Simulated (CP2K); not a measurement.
The B K edge of trimethylborane was computed by TDDFT (CP2K XAS_TDP, aug-cc-pVDZ, TDA) at these levels: PBE0, PBEh(45%) and PBEh(45%) + GW2X. The first three lines of B2 (bonded to 3 C) with a strength over 0.0015, energy in eV and strength:

```
run           first          second           third
  1  184.46 (0.080)  190.15 (0.003)  190.25 (0.002)
  2  191.31 (0.077)  197.00 (0.003)  197.10 (0.002)
  3  180.79 (0.066)  185.66 (0.003)  186.51 (0.003)
```

Question: Which run is which?

Run 1: PBEh(45%) (45 % exact exchange). Run 2: PBEh(45%) + GW2X (45 % exact exchange). Run 3: PBE0 (25 % exact exchange). Self-interaction lifts the core level, so the uncorrected lines rise with the share of exact exchange. The GW2X run keeps the spacings of its parent: 5.69 eV between the first two lines in run 2, 5.69 eV in run 1. Its shift is +6.85 eV, since the Kohn–Sham level at this share of exchange lies that far above the quasiparticle level.

[Banner, clock and machine lines of the logs are left out without a mark of their own.]

[Logs are printed without paths, hosts, clocks, repeated set-up lines and the standing remarks that a program may print on its own settings, such as how far it seeks lower states.]

[Hosts, paths, dates, database ids (printed as entryN), source tags and the programs' standing remarks are cut or masked in the printed files.]
